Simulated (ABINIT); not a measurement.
# SiC (Moissanite): G0W0 with ABINIT, start to end

Wanted: ground state, empty states, screening and self-energy for SiC (Moissanite).

Calculated with ABINIT 10.8.3; PBE and many-body steps on it, plane waves.

**Experimental background.**

- Gap 3.03 eV: indirect gap, experimental literature value; quoted from earlier experiment; bulk crystal (quoted in “Charge spill-out and work function of few-layer graphene on SiC(0001)”, 2018, arxiv:1806.04908).

- Gap 3 eV: optical absorption onset, approximate; UV-Vis-NIR transmission; bulk crystal (400 micron semi-insulating 6H-SiC wafer) (“Effects of energetic ion irradiation on WSe2/SiC heterostructures”, 2017, pmc:5482891).

- Gap 3.02 eV: band gap at cryogenic temperature; bulk crystal (literature value) (quoted in “Silicon carbide diodes for neutron detection”, 2020, arxiv:2009.14696).

Most raw output is cut from this account.

## Step 1: The starting structure

The structure is hexagonal, space group P6_3mc (No. 186). The conventional cell has a = 3.081 Å, b = 3.081 Å, c = 15.125 Å, α = 90.00°, β = 90.00°, γ = 120.00°. Nearest to Si lie 4 C at 1.88 to 1.90 Å. Si has 4 C at 1.89 Å nearest. Nearest to C lie 4 Si at 1.88 to 1.89 Å. C has 4 Si at 1.89 Å nearest. Nearest to C lie 4 Si at 1.89 to 1.90 Å. Farther neighbours are not listed.

The cell and positions come from the Crystallography Open Database and are kept as given unless a step says otherwise.

## Step 2: Ground state

This step: ABINIT 10.8.3; DFT, PBE, plane waves, norm-conserving pseudopotentials.

The ground-state density comes first.

File run.abi:

```
acell 3*1.0 Angstrom
rprim 
  3.081000000023 -0.000000000005 0.000000000000
  -1.540500000007 2.668224269083 0.000000000000
  0.000000000000 0.000000000000 15.124800000000
ntypat 2
znucl 14 6
natom 12
typat 1 1 1 1 1 1 2 2 2 2 2 2
xred 
  0.000000000000 0.000000000000 0.000000000000
  0.000000000000 0.000000000000 0.500000000000
  0.333333333333 0.666666666667 0.166400000000
  0.666666666667 0.333333333333 0.666400000000
  0.666666666667 0.333333333333 0.332900000000
  0.333333333333 0.666666666667 0.832900000000
  0.333333333333 0.666666666667 0.041200000000
  0.666666666667 0.333333333333 0.541200000000
  0.666666666667 0.333333333333 0.208000000000
  0.333333333333 0.666666666667 0.708000000000
  0.000000000000 0.000000000000 0.374600000000
  0.000000000000 0.000000000000 0.874600000000
pp_dirpath "pseudos"
pseudos "Si.upf, C.upf"
ecut 37
ngkpt 6 6 2
nshiftk 1
shiftk 0 0 0
kptopt 1
chksymbreak 0
nband 34
occopt 1
tolvrs 1e-10
nstep 60
prtwf 0
optforces 0
optstress 0
indata_prefix "in"
outdata_prefix "out"
tmpdata_prefix "tmp"
```

On the command line:

```
$ OMP_NUM_THREADS=1 mpirun -n 8 abinit run.abi > log
```

Wall time 31 s (8 MPI ranks of Arm Neoverse V2, shared host); peak memory 0.83 GiB; 4.1 min of CPU time.

Numbers from this step:

```
total energy               : -1676.7154 eV
gap                        : 2.017 eV
k of the valence top       : 0, 0, 0
k of the conduction bottom : 0.5, 0, 0
least direct gap           : 3.123 eV
```

The gap is indirect, with the least direct gap 1.11 eV higher.

## Step 3: Bands along the symmetry lines

Levels along a band path, at the cheap level, show where the edges lie and whether the meshes to come will hold them.

run.abi: that of step 2 with these lines changed.

```diff
@@ -25,14 +25,53 @@
 ecut 37
-ngkpt 6 6 2
-nshiftk 1
-shiftk 0 0 0
-kptopt 1
-chksymbreak 0
-nband 34
-occopt 1
-tolvrs 1e-10
-nstep 60
+iscf -2
+irdden 1
+kptopt 0
+nkpt 39
+kpt 
+  0.00000000 0.00000000 0.00000000
+  0.12500000 0.00000000 0.00000000
+  0.25000000 0.00000000 0.00000000
+  0.37500000 0.00000000 0.00000000
+  0.50000000 0.00000000 0.00000000
+  0.45833333 0.08333333 0.00000000
+  0.41666666 0.16666666 0.00000000
+  0.37500000 0.25000000 0.00000000
+  0.33333333 0.33333333 0.00000000
+  0.25000000 0.25000000 0.00000000
+  0.16666666 0.16666666 0.00000000
+  0.08333333 0.08333333 0.00000000
+  0.00000000 0.00000000 0.00000000
+  0.00000000 0.00000000 0.12500000
+  0.00000000 0.00000000 0.25000000
+  0.00000000 0.00000000 0.37500000
+  0.00000000 0.00000000 0.50000000
+  0.12500000 0.00000000 0.50000000
+  0.25000000 0.00000000 0.50000000
+  0.37500000 0.00000000 0.50000000
+  0.50000000 0.00000000 0.50000000
+  0.45833333 0.08333333 0.50000000
+  0.41666666 0.16666666 0.50000000
+  0.37500000 0.25000000 0.50000000
+  0.33333333 0.33333333 0.50000000
+  0.25000000 0.25000000 0.50000000
+  0.16666666 0.16666666 0.50000000
+  0.08333333 0.08333333 0.50000000
+  0.00000000 0.00000000 0.50000000
+  0.50000000 0.00000000 0.50000000
+  0.50000000 0.00000000 0.37500000
+  0.50000000 0.00000000 0.25000000
+  0.50000000 0.00000000 0.12500000
+  0.50000000 0.00000000 0.00000000
+  0.33333333 0.33333333 0.50000000
+  0.33333333 0.33333333 0.37500000
+  0.33333333 0.33333333 0.25000000
+  0.33333333 0.33333333 0.12500000
+  0.33333333 0.33333333 0.00000000
+istwfk *1
+nband 31
+nbdbuf 2
+tolwfr 1e-08
+nstep 40
 prtwf 0
-optforces 0
-optstress 0
+prtvol 0
 indata_prefix "in"
```

The job ended after 36 s (8 MPI ranks; peak memory 0.77 GiB).

This step gave:

```yaml
gap: 2.012 eV
k_of_the_valence_top: 0, 0, 0
k_of_the_conduction_bottom: 0.5, 0, 0.25
least_direct_gap: 3.123 eV
```

The gap is 2.012 eV, −0.005 eV from the run before at this level.

The electronic bands at the labelled points (eV, zero at the top of the highest filled band):

```csv
point,band 21,band 22,band 23,band 24,band 25,band 26,band 27,band 28
Γ,-0.29,-0.04,0.00,0.00,5.16,5.34,5.74,6.25
halfway,-1.17,-1.09,-0.70,-0.54,3.67,3.89,4.38,5.01
M,-1.84,-1.76,-1.66,-1.11,2.02,2.21,3.23,3.89
halfway,-2.44,-2.22,-2.00,-1.77,2.85,3.50,4.51,4.92
K,-3.14,-2.21,-2.08,-2.08,3.49,3.49,3.75,5.04
halfway,-1.78,-1.73,-1.30,-0.72,4.79,4.86,4.97,5.06
Γ,-0.29,-0.04,0.00,0.00,5.16,5.34,5.74,6.25
halfway,-0.20,-0.20,-0.02,-0.02,5.18,5.30,5.81,6.15
A,-0.09,-0.09,-0.09,-0.09,5.23,5.23,5.97,5.97
halfway,-1.00,-1.00,-0.71,-0.71,3.77,3.77,4.73,4.73
L,-1.72,-1.72,-1.31,-1.31,2.06,2.06,3.45,3.45
halfway,-2.68,-2.68,-1.67,-1.67,3.20,3.20,4.48,4.48
H,-2.63,-2.63,-2.27,-2.27,3.68,3.68,4.32,4.32
halfway,-1.96,-1.96,-0.85,-0.85,4.74,4.74,5.12,5.12
A,-0.09,-0.09,-0.09,-0.09,5.23,5.23,5.97,5.97
jump to L,-1.72,-1.72,-1.31,-1.31,2.06,2.06,3.45,3.45
halfway,-2.00,-1.64,-1.53,-1.16,2.01,2.16,3.29,3.68
M,-1.84,-1.76,-1.66,-1.11,2.02,2.21,3.23,3.89
jump to H,-2.63,-2.63,-2.27,-2.27,3.68,3.68,4.32,4.32
halfway,-2.97,-2.33,-2.16,-2.16,3.58,3.58,3.91,4.80
K,-3.14,-2.21,-2.08,-2.08,3.49,3.49,3.75,5.04
```

## Step 4: Empty states on the mesh, 6×6×1 mesh, 191 bands

The sums over transitions need many empty states on a uniform mesh; this step solves for them.

File run.abi:

```
acell 3*1.0 Angstrom
rprim 
  3.081000000023 -0.000000000005 0.000000000000
  -1.540500000007 2.668224269083 0.000000000000
  0.000000000000 0.000000000000 15.124800000000
ntypat 2
znucl 14 6
natom 12
typat 1 1 1 1 1 1 2 2 2 2 2 2
xred 
  0.000000000000 0.000000000000 0.000000000000
  0.000000000000 0.000000000000 0.500000000000
  0.333333333333 0.666666666667 0.166400000000
  0.666666666667 0.333333333333 0.666400000000
  0.666666666667 0.333333333333 0.332900000000
  0.333333333333 0.666666666667 0.832900000000
  0.333333333333 0.666666666667 0.041200000000
  0.666666666667 0.333333333333 0.541200000000
  0.666666666667 0.333333333333 0.208000000000
  0.333333333333 0.666666666667 0.708000000000
  0.000000000000 0.000000000000 0.374600000000
  0.000000000000 0.000000000000 0.874600000000
pp_dirpath "pseudos"
pseudos "Si.upf, C.upf"
ecut 37
ngkpt 6 6 1
nshiftk 1
shiftk 0 0 0
kptopt 1
chksymbreak 0
iscf -2
irdden 1
istwfk *1
nband 191
nbdbuf 16
tolwfr 1e-09
nstep 60
prtvol 0
indata_prefix "in"
outdata_prefix "out"
tmpdata_prefix "tmp"
```

Wall time 79 s (8 MPI ranks); peak memory 0.94 GiB; 10 min of CPU time.

Numbers from this step:

| Property | Result |
| --- | --- |
| gap | 2.017 eV |
| k of the valence top | 0, 0, 0 |
| k of the conduction bottom | 0.5, 0, 0 |
| least direct gap | 3.123 eV |
| k points computed | 7 |
| lowest point of the top converged band, above the valence top | 54.1180 eV |

On this mesh the gap is 2.017 eV.

## Step 5: Screening, 6×6×1 mesh, 175 bands, screening to 130.6 eV

The RPA dielectric matrix is built and inverted for each q.

This step: RPA screening on PBE, plane waves, norm-conserving pseudopotentials.

run.abi: that of step 4 with these lines changed.

```diff
@@ -30,10 +30,11 @@
 chksymbreak 0
-iscf -2
-irdden 1
 istwfk *1
-nband 191
-nbdbuf 16
-tolwfr 1e-09
-nstep 60
-prtvol 0
+occopt 1
+irdwfk 1
+optdriver 3
+nband 175
+ecuteps 4.8
+inclvkb 2
+awtr 1
+symchi 1
 indata_prefix "in"
```

Run time: 1.8 min. Hardware: 8 MPI ranks; peak memory 3.5 GiB.

Numbers from this step:

- ε∞ with local fields, on this mesh, along the program's q direction: 6.974
- the same without local fields: 7.623
- plasma frequency: 23.07 eV
- plane waves in the screening matrix: 407

Local fields lower ε∞ by 9 %. On a Γ-centred mesh this coarse the value itself is usually too large, while a short band sum pulls it down.

## Step 6: Self-energy, 6×6×1 mesh, 175 bands, screening to 130.6 eV

The self-energy is evaluated for the states that the input lists, and the levels follow from it, in one-shot runs by the linearised quasiparticle equation.

This step: G0W0 on PBE, plane waves, norm-conserving pseudopotentials.

run.abi: that of step 5 with these lines changed.

```diff
@@ -33,8 +33,17 @@
 irdwfk 1
-optdriver 3
+optdriver 4
 nband 175
+gwcalctyp 0
+ecutsigx 37
+symsigma 1
+nkptgw 2
+kptgw 
+  0.0000000000 0.0000000000 0.0000000000
+  0.5000000000 0.0000000000 0.0000000000
+bdgw 
+  23 26
+  23 26
 ecuteps 4.8
-inclvkb 2
-awtr 1
-symchi 1
+irdscr 1
+ppmodel 1
 indata_prefix "in"
```

It took 17 s on 8 MPI ranks; peak memory 2.3 GiB.

This step gave:

```yaml
g0w0_gap_on_the_points_computed: 2.606 eV
starting_gap_on_the_mesh: 2.017 eV
k_of_the_valence_top: 0, 0, 0
k_of_the_conduction_bottom: 0.5, 0, 0
z_at_the_valence_top: 0.796
z_at_the_conduction_bottom: 0.819
least_direct_g0w0_gap_on_the_computed_points: 3.880 eV
```

The gap on the mesh goes from 2.02 eV to 2.61 eV, a correction of +0.59 eV.

Limits: finite bands, cutoff and mesh; coarse k mesh. v1 is the top filled band, c1 the lowest empty one. Levels before and after the correction, in eV, zero at the valence-band top of each column:

```
           conduction bottom  valence top
Kohn-Sham               2.02         0.00
     G0W0               2.61         0.00
```

|  | level | energy (eV) |
| --- | --- | --- |
| Kohn-Sham | Γ v2-v1 | 0.000 |
| Kohn-Sham | Γ c1 | 5.164 |
| Kohn-Sham | Γ c2 | 5.336 |
| Kohn-Sham | (0.5 0 0) v2 | -1.662 |
| Kohn-Sham | (0.5 0 0) v1 | -1.106 |
| Kohn-Sham | (0.5 0 0) c1 | 2.017 |
| Kohn-Sham | (0.5 0 0) c2 | 2.207 |
| G0W0 | Γ v2-v1 | 0.000 |
| G0W0 | Γ c1 | 5.981 |
| G0W0 | Γ c2 | 6.144 |
| G0W0 | (0.5 0 0) v2 | -1.887 |
| G0W0 | (0.5 0 0) v1 | -1.274 |
| G0W0 | (0.5 0 0) c1 | 2.606 |
| G0W0 | (0.5 0 0) c2 | 2.793 |

## Step 7: Where the time went

Times are wall times on 8 MPI ranks of Arm Neoverse V2, shared host, good to a factor of about two.

| step | time | share | memory (GiB) |
| --- | --- | --- | --- |
| ground state | 31 s | 11 % | 0.83 |
| bands along the symmetry lines | 36 s | 13 % | 0.77 |
| empty states on the mesh | 79 s | 29 % | 0.94 |
| screening | 1.8 min | 40 % | 3.5 |
| self-energy | 17 s | 6 % | 2.3 |

## Step 8: Outcome

```
PBE gap              : 2.01 eV, indirect
G0W0 gap on the mesh : 2.61 eV
GW settings          : 6×6×1 mesh, 175 bands, screening to 130.6 eV, Godby-Needs plasmon pole
known limits         : not at the basis limit; coarse k mesh
```

**Reading.** G0W0 moves the gap on the mesh from 2.02 eV to 2.61 eV (+0.59 eV), with Z of 0.80 and 0.82 at the edges. Local fields lower the RPA ε∞ on this mesh from 7.62 to 6.97; a Γ-centred mesh this coarse tends to raise both, most where the direct gap is narrow, while a short band sum lowers them. Only 2 of the mesh's irreducible points were corrected, so a valley elsewhere could overtake. Against experiment, by G0W0@PBE: the gap of 2.60 eV lies −0.43 eV from the measured 3.03 eV (indirect, quoted 2018); the gap of 2.60 eV lies −0.40 eV from the measured 3 eV (optical, 2017); the gap of 2.60 eV lies −0.42 eV from the measured 3.02 eV (kind not stated, quoted 2020). An exciton line or allowed optical edge lies below the quasiparticle gap by the binding energy; a forbidden edge can push the onset above it. The calculation has static nuclei and no excitons; a measured gap holds zero-point and thermal motion, which mostly lowers it. Bands and cutoff are finite, so the gap is not at the basis limit. The miss can reach some tenths of an eV and take either sign; the mesh is an error of its own. In the G0W0 run levels were corrected at 2 k points alone, so a gap called «on the mesh» is the least over those, and an edge elsewhere would be missed. The 6×6×1 mesh is coarse for this cell, which bears on the long-range parts of exchange and screening.

[Paths, hosts, dates, memory and timing lines, banners, echoed tables and standing remarks are left out of the program output.]

[Logs are printed without paths, hosts, clocks, repeated set-up lines and the standing remarks that a program may print on its own settings, such as how far it seeks lower states.]

[Runs of the session that timed out or met a known fault of the program may be left out.]

[Hosts, paths, dates, database ids (printed as entryN), source tags and the programs' standing remarks are cut or masked in the printed files.]

[G0W0 gaps are taken among the corrected bands and points alone; a level outside them can change the order at an edge.]

[Where Ansatz stands beside ABINIT at settings called matched, ABINIT's density can come from a denser mesh and the files from another edition; pairs whose starting gaps differed by over 0.03 eV were left out, so agreement reads better than it is.]
